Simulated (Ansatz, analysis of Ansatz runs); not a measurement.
# Interstitial N in bcc Mo, hop from an octahedral to the next octahedral site: migration barrier, PBE, part 2 of 2

How near does this set-up come to the measured migration barrier? Subject: interstitial N in bcc Mo, hop from an octahedral to the next octahedral site. Set-up: PBE, 32-site cell, PBE lattice, 420 eV, k: 4x4x4 Gamma-centred. The model is a cell of 32 host atoms with 1 N put in. The barrier is the energy of the highest image of a climbing band over the relaxed site that the atom leaves. A local or semilocal functional is the cheapest first rung.

Ansatz 0.2.0; PBE, 32-site cell, PBE lattice, 420 eV, k: 4x4x4 Gamma-centred.

So far: The structure; Relaxation, charge 0.

**3. Nudged elastic band**

A band of images joins the two ends; its highest image climbs to the saddle, whose energy over the site left is the barrier.

This step: plane-wave PAW DFT, PBE; nudged elastic band between two relaxed defect structures at fixed charge.

neb/input.yaml reads:

```yaml
crystal:
  lattice:
    - [0.0, 6.32231142, 6.32231142]
    - [6.32231142, 0.0, 6.32231142]
    - [6.32231142, 6.32231142, 0.0]
  atoms:
    - { symbol: Mo, position: [-0.006604828, -0.006604828, 0.006604828] }
    - { symbol: Mo, position: [0.121677358, 0.121677358, 0.131945517] }
    - { symbol: Mo, position: [0.251431583, 0.251431583, 0.248568417] }
    - { symbol: Mo, position: [0.375, 0.375, 0.380939143] }
    - { symbol: Mo, position: [-0.001431583, -0.001431583, 0.501431583] }
    - { symbol: Mo, position: [0.121677358, 0.121677358, 0.624699767] }
    - { symbol: Mo, position: [0.221720726, 0.221720726, 0.778279274] }
    - { symbol: Mo, position: [0.375, 0.375, 0.869060857] }
    - { symbol: Mo, position: [-0.000893669, 0.499117668, 0.000893669] }
    - { symbol: Mo, position: [0.128343342, 0.621656658, 0.125] }
    - { symbol: Mo, position: [0.250882332, 0.750893669, 0.249106331] }
    - { symbol: Mo, position: [0.374699767, 0.881945517, 0.371677358] }
    - { symbol: Mo, position: [-0.000893669, 0.499117668, 0.500882332] }
    - { symbol: Mo, position: [0.130939143, 0.619060857, 0.625] }
    - { symbol: Mo, position: [0.250882332, 0.750893669, 0.749117668] }
    - { symbol: Mo, position: [0.375300233, 0.868054483, 0.878322642] }
    - { symbol: Mo, position: [0.499117668, -0.000893669, 0.000893669] }
    - { symbol: Mo, position: [0.621656658, 0.128343342, 0.125] }
    - { symbol: Mo, position: [0.750893669, 0.250882332, 0.249106331] }
    - { symbol: Mo, position: [0.881945517, 0.374699767, 0.371677358] }
    - { symbol: Mo, position: [0.499117668, -0.000893669, 0.500882332] }
    - { symbol: Mo, position: [0.619060857, 0.130939143, 0.625] }
    - { symbol: Mo, position: [0.750893669, 0.250882332, 0.749117668] }
    - { symbol: Mo, position: [0.868054483, 0.375300233, 0.878322642] }
    - { symbol: Mo, position: [0.498568417, 0.498568417, 0.001431583] }
    - { symbol: Mo, position: [0.628322642, 0.628322642, 0.118054483] }
    - { symbol: Mo, position: [0.756604828, 0.756604828, 0.243395172] }
    - { symbol: Mo, position: [0.875, 0.875, 0.378343342] }
    - { symbol: Mo, position: [0.528279274, 0.528279274, 0.471720726] }
    - { symbol: Mo, position: [0.628322642, 0.628322642, 0.625300233] }
[... 2 lines left out ...]
    - { symbol: "N", position: [0.375, 0.375, 0.625] }
basis:
  ecutwfc: 420
  xc_grid: 2
hamiltonian:
  xc: pbe
kpoints:
  mp_grid: { grid: [4, 4, 4] }
scf:
  occupations: { method: methfessel_paxton, width: 0.1 }
  max_iter: 120
output:
  forces: true
neb:
  images: 3
  f_tol: 0.04
  climbing: true
  initial_path: idpp
  max_iterations: 45
  order_check: false
  final_atoms:
[... 24 lines left out ...]
    - { symbol: Mo, position: [0.503297235, 0.499495674, -0.006430887] }
    - { symbol: Mo, position: [0.625868234, 0.623313107, 0.124620978] }
    - { symbol: Mo, position: [0.749974602, 0.745852115, 0.253857939] }
    - { symbol: Mo, position: [0.874080969, 0.875089076, 0.376396947] }
    - { symbol: Mo, position: [0.494035532, 0.499195444, 0.50051461] }
    - { symbol: Mo, position: [0.626406187, 0.622763858, 0.624083024] }
    - { symbol: Mo, position: [0.743029105, 0.752518077, 0.753837243] }
    - { symbol: Mo, position: [0.868369788, 0.880800258, 0.882119424] }
    - { symbol: "N", position: [0.249974602, 0.499195444, 0.50051461] }
```

Command:

```bash
$ ansatz run input.yaml --threads 8 --pin off --max-ram 14131MiB --backend cpu --events-out ev --progress --plain --runs-dir out
```

Numbers of over 12 decimals in the logs are rounded to 6 here.

Log:

```text
[...]
Warning: neb: disabling space-group detection — the band's intermediate images generally break the endpoint symmetry, so no spatial operation reduces the k-mesh or symmetrises the density, except that a semilocal band can use its path's symmetry ahead of [...]
[...]
NEB image 0
Crystal: 33 atoms, lattice volume = 505.426 Å³
Basis set: ecut = 420 eV, 9841 PW (Γ), exchange–correlation on 120×120×120 points (8 copies of the dense FFT grid, shifted against one another)
Bands: 272, of which v1, the nominal top of the filled ones, is band 227 counted from 1 (226 counted from 0)
Symmetry: 1 space group operations
k-points: 36 of 64 (time reversal used)
[...]
SCF iter   1: F=—  HF=-158975.982060 eV  |F-HF|=—  |Δ(HF+E_count)|=         —  Δρ=6.33e-3  dr2=6.54e-1  ethr=1.77e-3  ⟨swp⟩=4.2  Hψ=32033  notcnv=0
[...]
SCF iter   7: F=-158975.937096 eV  HF=-158975.937096 eV  |F-HF|=6.46e-9  |Δ(HF+E_count)|=   3.84e-8  S|Δr|=    0.00e0  Δρ=1.91e-6  dr2=1.74e-8  ethr=2.21e-11  ⟨swp⟩=4.0  Hψ=29845  notcnv=0
SCF 1 converged in 7 iterations: F = -158975.937096 eV  dr2 = 1.74e-8
[...]
NSCF: frozen V_eff on 36 k-points
NEB image 4
SCF iter   1: F=—  HF=-158975.982098 eV  |F-HF|=—  |Δ(HF+E_count)|=         —  Δρ=6.33e-3  dr2=6.54e-1  ethr=1.77e-3  ⟨swp⟩=4.2  Hψ=31989  notcnv=0
[...]
SCF iter   7: F=-158975.937096 eV  HF=-158975.937096 eV  |F-HF|=6.52e-9  |Δ(HF+E_count)|=   3.88e-8  S|Δr|=    0.00e0  Δρ=1.92e-6  dr2=1.76e-8  ethr=2.21e-11  ⟨swp⟩=4.0  Hψ=29843  notcnv=0
SCF 2 converged in 7 iterations: F = -158975.937096 eV  dr2 = 1.76e-8
[...]
NEB end point (image 0): max|allowed force component| = 2.868e-3 eV/Å (the criterion of neb.relax_end_points is 1.000e-2)
NEB end point (image 4): max|allowed force component| = 2.865e-3 eV/Å (the criterion of neb.relax_end_points is 1.000e-2)
NEB image 1
SCF iter   1: F=—  HF=-158975.175339 eV  |F-HF|=—  |Δ(HF+E_count)|=         —  Δρ=6.69e-3  dr2=6.44e-1  ethr=1.77e-3  ⟨swp⟩=4.3  Hψ=31434  notcnv=0
[...]
SCF iter   7: F=-158975.125045 eV  HF=-158975.125045 eV  |F-HF|=9.78e-9  |Δ(HF+E_count)|=   3.27e-8  S|Δr|=    0.00e0  Δρ=1.76e-6  dr2=1.67e-8  ethr=2.21e-11  ⟨swp⟩=4.0  Hψ=29856  notcnv=0
SCF 3 converged in 7 iterations: F = -158975.125045 eV  dr2 = 1.67e-8
NEB image 2
SCF iter   1: F=—  HF=-158974.740453 eV  |F-HF|=—  |Δ(HF+E_count)|=         —  Δρ=7.63e-3  dr2=8.30e-1  ethr=1.77e-3  ⟨swp⟩=4.2  Hψ=31236  notcnv=0
[...]
SCF iter   7: F=-158974.672526 eV  HF=-158974.672526 eV  |F-HF|=8.32e-9  |Δ(HF+E_count)|=   2.79e-8  S|Δr|=    0.00e0  Δρ=1.78e-6  dr2=1.68e-8  ethr=2.21e-11  ⟨swp⟩=4.0  Hψ=29882  notcnv=0
SCF 4 converged in 7 iterations: F = -158974.672526 eV  dr2 = 1.68e-8
NEB image 3
SCF iter   1: F=—  HF=-158975.414404 eV  |F-HF|=—  |Δ(HF+E_count)|=         —  Δρ=6.77e-3  dr2=6.72e-1  ethr=1.77e-3  ⟨swp⟩=4.2  Hψ=31354  notcnv=0
[...]
SCF iter   7: F=-158975.361753 eV  HF=-158975.361753 eV  |F-HF|=8.35e-9  |Δ(HF+E_count)|=   3.21e-8  S|Δr|=    0.00e0  Δρ=1.78e-6  dr2=1.63e-8  ethr=2.21e-11  ⟨swp⟩=4.0  Hψ=29882  notcnv=0
SCF 5 converged in 7 iterations: F = -158975.361753 eV  dr2 = 1.63e-8
NEB iter   1: max|band force component| = 4.651e0 eV/Å  barrier→ = 1.2646 eV  barrier← = 1.2646 eV  Δτ_max = 0.1120 Å  (35 SCF iters)
NEB image 1
[...]
SCF iter   7: F=-158975.338850 eV  HF=-158975.338850 eV  |F-HF|=4.48e-9  |Δ(HF+E_count)|=   4.73e-8  S|Δr|=    0.00e0  Δρ=1.54e-6  dr2=1.09e-8  ethr=2.21e-11  ⟨swp⟩=4.0  Hψ=29904  notcnv=0
SCF 6 converged in 7 iterations: F = -158975.338850 eV  dr2 = 1.09e-8
NEB image 2
[...]
SCF iter   7: F=-158974.860016 eV  HF=-158974.860016 eV  |F-HF|=7.07e-9  |Δ(HF+E_count)|=   5.93e-8  S|Δr|=    0.00e0  Δρ=1.87e-6  dr2=1.65e-8  ethr=2.21e-11  ⟨swp⟩=4.0  Hψ=29922  notcnv=0
SCF 7 converged in 7 iterations: F = -158974.860016 eV  dr2 = 1.65e-8
NEB image 3
[...]
SCF iter   7: F=-158975.401403 eV  HF=-158975.401403 eV  |F-HF|=6.81e-9  |Δ(HF+E_count)|=   6.78e-8  S|Δr|=    0.00e0  Δρ=1.70e-6  dr2=1.50e-8  ethr=2.21e-11  ⟨swp⟩=4.0  Hψ=29883  notcnv=0
SCF 8 converged in 7 iterations: F = -158975.401403 eV  dr2 = 1.50e-8
NEB iter   2: max|band force component| = 1.784e0 eV/Å  barrier→ = 1.0771 eV  barrier← = 1.0771 eV  Δτ_max = 0.0506 Å  (21 SCF iters)
NEB image 1
[...]
SCF iter   7: F=-158975.510383 eV  HF=-158975.510383 eV  |F-HF|=5.18e-9  |Δ(HF+E_count)|=   3.61e-8  S|Δr|=    0.00e0  Δρ=1.32e-6  dr2=9.82e-9  ethr=2.21e-11  ⟨swp⟩=4.0  Hψ=29820  notcnv=0
SCF 9 converged in 7 iterations: F = -158975.510383 eV  dr2 = 9.82e-9
NEB image 2
[...]
SCF iter   7: F=-158975.092701 eV  HF=-158975.092701 eV  |F-HF|=5.59e-9  |Δ(HF+E_count)|=   4.74e-8  S|Δr|=    0.00e0  Δρ=1.53e-6  dr2=1.23e-8  ethr=2.21e-11  ⟨swp⟩=4.0  Hψ=29852  notcnv=0
SCF 10 converged in 7 iterations: F = -158975.092701 eV  dr2 = 1.23e-8
NEB image 3
[...]
SCF iter   7: F=-158975.530746 eV  HF=-158975.530746 eV  |F-HF|=4.51e-9  |Δ(HF+E_count)|=   2.65e-8  S|Δr|=    0.00e0  Δρ=1.18e-6  dr2=8.11e-9  ethr=2.21e-11  ⟨swp⟩=4.0  Hψ=27121  notcnv=0
SCF 11 converged in 7 iterations: F = -158975.530746 eV  dr2 = 8.11e-9
NEB iter   3: max|band force component| = 8.006e-1 eV/Å  barrier→ = 0.8444 eV  barrier← = 0.8444 eV  Δτ_max = 0.0368 Å  (21 SCF iters)
[...]
NEB iter   4: max|band force component| = 3.380e-1 eV/Å  barrier→ = 0.7966 eV  barrier← = 0.7966 eV  CI = image 2  Δτ_max = 0.0449 Å  (18 SCF iters)
[...]
NEB iter   5: max|band force component| = 1.308e-1 eV/Å  barrier→ = 0.7863 eV  barrier← = 0.7863 eV  CI = image 2  Δτ_max = 0.0350 Å  (18 SCF iters)
[...]
NEB iter   6: max|band force component| = 5.790e-2 eV/Å  barrier→ = 0.7844 eV  barrier← = 0.7844 eV  CI = image 2  Δτ_max = 0.0032 Å  (18 SCF iters)
NEB image 1
[...]
SCF iter   5: F=-158975.543201 eV  HF=-158975.543201 eV  |F-HF|=1.55e-8  |Δ(HF+E_count)|=   3.49e-8  S|Δr|=    0.00e0  Δρ=1.61e-6  dr2=2.11e-8  ethr=2.21e-11  ⟨swp⟩=4.0  Hψ=28246  notcnv=0
SCF 21 converged in 5 iterations: F = -158975.543201 eV  dr2 = 2.11e-8
NEB image 2
[...]
SCF iter   5: F=-158975.152973 eV  HF=-158975.152973 eV  |F-HF|=1.32e-8  |Δ(HF+E_count)|=   4.38e-8  S|Δr|=    0.00e0  Δρ=1.53e-6  dr2=1.86e-8  ethr=2.21e-11  ⟨swp⟩=4.0  Hψ=29843  notcnv=0
SCF 22 converged in 5 iterations: F = -158975.152973 eV  dr2 = 1.86e-8
NEB image 3
[...]
SCF iter   5: F=-158975.543906 eV  HF=-158975.543906 eV  |F-HF|=1.23e-8  |Δ(HF+E_count)|=   1.36e-8  S|Δr|=    0.00e0  Δρ=1.42e-6  dr2=1.67e-8  ethr=2.21e-11  ⟨swp⟩=4.0  Hψ=27017  notcnv=0
SCF 23 converged in 5 iterations: F = -158975.543906 eV  dr2 = 1.67e-8
NEB image 1
[...]
NEB image 3
[...]
NEB image 2
[...]
NEB iter   7: max|band force component| = 1.942e-2 eV/Å  barrier→ = 0.7841 eV  barrier← = 0.7841 eV  CI = image 2  Δτ_max = 0.0000 Å  (15 SCF iters)
SCF converged after 5 iterations
[...]
Free energy (F): -158975.152973 eV
[...]
Internal energy: -158975.153573 eV  (E = F + TS)
E sigma→0 (E₀):  -158975.153123 eV
Entropy (-TS):   0.000600 eV (0.018 meV/atom)
Fermi energy:    21.047655 eV
Step filling:    the computed levels leave a gap of 0.0002 eV = 0.0 smearing widths at the electron count; against every level under it full and every level over it empty, smearing changes F+E_penalty+E_count by -0.828 meV and its σ→0 estimate by -0.978 meV
[...]
--- Forces (eV/Å), atoms counted from 1 ---
  atom   1  Mo    -0.00178272     0.00141503     0.01106174
  atom   2  Mo     0.00333262     0.00203805    -0.00818824
  [... 1 atom left out ...]
  atom   4  Mo    -0.00723241    -0.00071583    -0.00117398
  [... 2 atoms left out ...]
  atom   7  Mo    -0.00084057    -0.00304107     0.00664068
  atom   8  Mo     0.00572453     0.00461362    -0.00419634
  [... 2 atoms left out ...]
  atom  11  Mo    -0.00142498    -0.00412292     0.00855036
  [... 2 atoms left out ...]
  atom  14  Mo     0.01160890    -0.00236753    -0.00102717
  [... 4 atoms left out ...]
  atom  19  Mo    -0.00335880    -0.00317102     0.00768847
  [... 1 atom left out ...]
  atom  21  Mo    -0.00144023     0.00100847     0.00342778
  atom  22  Mo    -0.00262834     0.00439648    -0.00416424
  [... 6 atoms left out ...]
  atom  29  Mo    -0.00070993     0.00327878     0.01330457
  [... 3 atoms left out ...]
  atom  33  N     -0.00396893     0.00102702    -0.01689719
  max |Σ_I F_I| component: 6.63e-6 eV/Å
--- Band table (eV; the first three rows and the last of 36) ---
[...]
[... further k-points left out ...]
this run last wrote the band of iteration 7 to <dir>
--- NEB band (5 images, 7 band iterations, 146 SCF iterations) ---
  forward barrier  = 0.784123 eV
  backward barrier = 0.784123 eV
  lagrangian_above_aufbau_ev (what the smearing adds, to first order; not taken off the barriers): saddle image -0.000828 eV, end points -0.000964 and -0.000964 eV
  climbing image's point = of an order that was not read
  energies are F+E_penalty+E_count in eV, relative to image 0
  image     s (Å)  Δ vs image 0  max|band force component| (eV/Å)
      0    0.0000      0.000000                                 —
      1    0.4608      0.393895                          1.505e-2
  *   2    0.9215      0.784123                          1.690e-2
      3    1.3816      0.393190                          1.942e-2
      4    1.8417     -0.000000                                 —
  climbing-image geometry (image 2):
  cell:  # Å, volume = 505.4261 Å³
    - [0.0, 6.32231142, 6.32231142]
    - [6.32231142, 0.0, 6.32231142]
    - [6.32231142, 6.32231142, 0.0]
  atoms:
    - { symbol: Mo, position: [-0.002459, -0.002977, 0.002864] }
    - { symbol: Mo, position: [0.122926, 0.120238, 0.130891] }
    - { symbol: Mo, position: [0.250762, 0.247441, 0.245878] }
    - { symbol: Mo, position: [0.386752, 0.362874, 0.357381] }
    - { symbol: Mo, position: [-0.004441, 0.005272, 0.501147] }
    - { symbol: Mo, position: [0.125259, 0.123488, 0.624099] }
    - { symbol: Mo, position: [0.238220, 0.231756, 0.768119] }
    - { symbol: Mo, position: [0.376253, 0.373430, 0.877733] }
    - { symbol: Mo, position: [-0.001231, 0.498456, 0.002341] }
    - { symbol: Mo, position: [0.126339, 0.623336, 0.125386] }
    - { symbol: Mo, position: [0.248707, 0.752081, 0.247804] }
    - { symbol: Mo, position: [0.373935, 0.876649, 0.375410] }
    - { symbol: Mo, position: [-0.002681, 0.500716, 0.499169] }
    - { symbol: Mo, position: [0.107156, 0.642465, 0.636973] }
    - { symbol: Mo, position: [0.251060, 0.750634, 0.750143] }
    - { symbol: Mo, position: [0.374223, 0.868933, 0.879610] }
    - { symbol: Mo, position: [0.498604, -0.000269, 0.000151] }
    - { symbol: Mo, position: [0.627466, 0.122232, 0.122633] }
    - { symbol: Mo, position: [0.751963, 0.249733, 0.249240] }
    - { symbol: Mo, position: [0.880784, 0.375455, 0.373059] }
    - { symbol: Mo, position: [0.499691, -0.002466, 0.501424] }
    - { symbol: Mo, position: [0.627609, 0.122074, 0.626383] }
    - { symbol: Mo, position: [0.749688, 0.250816, 0.749062] }
    - { symbol: Mo, position: [0.873018, 0.375735, 0.876316] }
    - { symbol: Mo, position: [0.502090, 0.498739, -0.005389] }
    - { symbol: Mo, position: [0.626195, 0.624401, 0.123176] }
    - { symbol: Mo, position: [0.752493, 0.752040, 0.247852] }
    - { symbol: Mo, position: [0.875253, 0.874420, 0.376479] }
    - { symbol: Mo, position: [0.517825, 0.511305, 0.488565] }
    - { symbol: Mo, position: [0.629448, 0.626780, 0.624375] }
    - { symbol: Mo, position: [0.744195, 0.754003, 0.752449] }
    - { symbol: Mo, position: [0.872494, 0.877210, 0.877615] }
    - { symbol: N, position: [0.312487, 0.437225, 0.562655] }
```

It took 65 min on 8 threads of Arm Neoverse N1, shared host; peak memory 13 GiB; 8.5 h of CPU time.

Reading the cycles: dr2 is the Hartree energy of the density residual (eV), the measure of convergence; HF is the Harris–Foulkes estimate of the energy, which meets the free energy F at convergence.

Images along the path:

| image | path (Å) | energy (eV) | N33: x, y, z (Å) |
| --- | --- | --- | --- |
| 0 | 0.000 | 0.0000 | 6.322, 6.322, 4.742 |
| 1 | 0.461 | 0.3939 | 6.320, 5.917, 4.742 |
| 2 | 0.922 | 0.7841 | 6.322, 5.533, 4.740 |
| 3 | 1.382 | 0.3932 | 6.321, 5.150, 4.739 |
| 4 | 1.842 | 0.0000 | 6.320, 4.745, 4.736 |

This step gave:

| Quantity | Value |
| --- | --- |
| free energy | -158975.1530 eV |
| smearing term TS | -6.00e-4 eV |
| barrier forward | 0.7841 eV |
| barrier backward | 0.7841 eV |

**4. Summary of results**

| Quantity | Value |
| --- | --- |
| migration barrier (saddle less minimum) | 0.78 eV |
| energy difference of the two ends | 0.00 eV |
| length of the hop | 1.58 Å |
| time of the whole chain | 72 min on 8 threads |

In words: Migration barrier: computed 0.78 eV, measured 1.2 eV and 1.08 eV; 0.30 eV below the nearest measurement. The measured number is an Arrhenius activation energy of long-range diffusion; for H it holds zero-point energy and, in bcc metals near room temperature, tunnelling. One hop between neighbouring sites is computed at the host's lattice. Limits: the periodic copies of the defect are only 8.9 Å apart.

[Logs are printed without paths, hosts, clocks, repeated set-up lines and the standing remarks that a program may print on its own settings, such as how far it seeks lower states.]

[Hosts, paths, dates, database ids (printed as entryN), source tags and the programs' standing remarks are cut or masked in the printed files.]

[For some hosts the program warned that the k-mesh of the response run may be too coarse for force constants and the static dielectric constant; such warnings are not shown here.]
